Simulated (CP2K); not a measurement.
Biacetyl has these distinct C atoms: C1 (bonded to C and 3 H) and C2 (bonded to 2 C and O).

```xyz
12

C     1.9487   -0.0734    0.3281
C     0.6440    0.2611   -0.3386
O     0.5449    0.9129   -1.3696
C    -0.6440   -0.2611    0.3386
C    -1.9487    0.0734   -0.3281
O    -0.5449   -0.9129    1.3696
H     1.9542    0.3139    1.3572
H     2.7773    0.3495   -0.2475
H     2.0562   -1.1636    0.4203
H    -2.0562    1.1636   -0.4203
H    -1.9542   -0.3140   -1.3571
H    -2.7773   -0.3494    0.2475
```

Their partial C K spectra (CP2K XAS_TDP, all-electron GAPW, PBEh(45%), aug-cc-pVDZ, TDA, GW2X-corrected core level, no relativity) are given in random order, each times the number of alike atoms.

Gaussian full width 0.5 eV, oscillator strength per eV, alike atoms added, rows of zeros left out:

| E (eV) | curve 1 | curve 2 |
| --- | --- | --- |
| 287.25 | 0.001 | 0.000 |
| 287.50 | 0.027 | 0.000 |
| 287.75 | 0.147 | 0.000 |
| 288.00 | 0.207 | 0.001 |
| 288.25 | 0.074 | 0.001 |
| 288.50 | 0.007 | 0.000 |
| 290.25 | 0.000 | 0.004 |
| 290.50 | 0.000 | 0.014 |
| 290.75 | 0.000 | 0.021 |
| 291.00 | 0.000 | 0.053 |
| 291.25 | 0.000 | 0.116 |
| 291.50 | 0.000 | 0.108 |
| 291.75 | 0.000 | 0.054 |
| 292.00 | 0.000 | 0.025 |
| 292.25 | 0.001 | 0.011 |
| 292.50 | 0.016 | 0.021 |
| 292.75 | 0.055 | 0.039 |
| 293.00 | 0.048 | 0.054 |
| 293.25 | 0.011 | 0.073 |
| 293.50 | 0.002 | 0.052 |
| 293.75 | 0.004 | 0.056 |
| 294.00 | 0.004 | 0.096 |
| 294.25 | 0.002 | 0.068 |
| 294.50 | 0.007 | 0.057 |
| 294.75 | 0.009 | 0.065 |
| 295.00 | 0.013 | 0.029 |
| 295.25 | 0.019 | 0.005 |
| 295.50 | 0.019 | 0.004 |
| 295.75 | 0.024 | 0.008 |
| 296.00 | 0.035 | 0.006 |
| 296.25 | 0.040 | 0.008 |
| 296.50 | 0.054 | 0.017 |
| 296.75 | 0.062 | 0.011 |
| 297.00 | 0.047 | 0.009 |
| 297.25 | 0.024 | 0.022 |

Which curve belongs to which atom?

Curve 1: C2 (bonded to 2 C and O), leading line at 287.94 eV (f = 0.058 an atom), ionisation energy 295.64 eV, term value 7.70 eV. Curve 2: C1 (bonded to C and 3 H), leading line at 291.20 eV (f = 0.017 an atom), ionisation energy 292.77 eV, term value 1.57 eV. The leading line of an atom is its first one with 35 % of the strongest within 2.5 eV of its lowest line over the strength cut. A line lies at the core ionisation energy, which rises as an atom loses charge to its neighbours or to a π system, less the term value, which is large for a low π* or σ* orbital with weight on that atom.

[Banner, clock and machine lines of the logs are left out without a mark of their own.]

[Logs are printed without paths, hosts, clocks, repeated set-up lines and the standing remarks that a program may print on its own settings, such as how far it seeks lower states.]

[Hosts, paths, dates, database ids (printed as entryN), source tags and the programs' standing remarks are cut or masked in the printed files.]
